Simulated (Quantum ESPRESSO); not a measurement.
# Energy and gap at +3 % biaxial strain: honeycomb PAs, 1 layer

How the rows were computed: Quantum ESPRESSO 7.5 driven by ASE, PBE, GBRV ultrasoft, ESM (bc1); atomic heights clamped; cell area 10.332 Å² at zero strain.

```tsv
strain (%)	energy (meV a cell)	gap on the mesh (eV)
−3	57.63	1.658
−1.5	15.51	1.760
0	0.00	1.849
+1.5	8.13	1.912
```

**Question.** What are energy and gap at +3 %, and how stiff is the sheet?

**Fit.** About zero, E'' = (15.51 + 8.13 − 2 × 0.00)/1.5² = 10.51 meV per %² and E' = (8.13 − 15.51)/3 = −2.46 meV per %. With E = A K ε², where K = (C11 + C22)/2 + C12 (C11 + C12 for a hexagonal sheet), K = 10.51 × 10/(2 × 10.332) × 16.02 = 81 N/m. The parabola gives E(+3 %) = 0.00 + 3 × (−2.46) + 4.5 × 10.51 = 39.9 meV. Continuing the last slope, the gap is 2 × 1.912 − 1.849 = 1.975 eV.

**Check.** E = 37.2 meV and the gap 1.844 eV. The parabola misses by +2.7 meV, too high, since bonds soften under tension. The gap's line misses by +0.131 eV: the gap is not linear in strain.

Caveats: Clamped heights stiffen sheets with several planes. Semilocal gap, no spin-orbit coupling.

[Logs are printed without paths, hosts, clocks, repeated set-up lines and the standing remarks that a program may print on its own settings, such as how far it seeks lower states.]
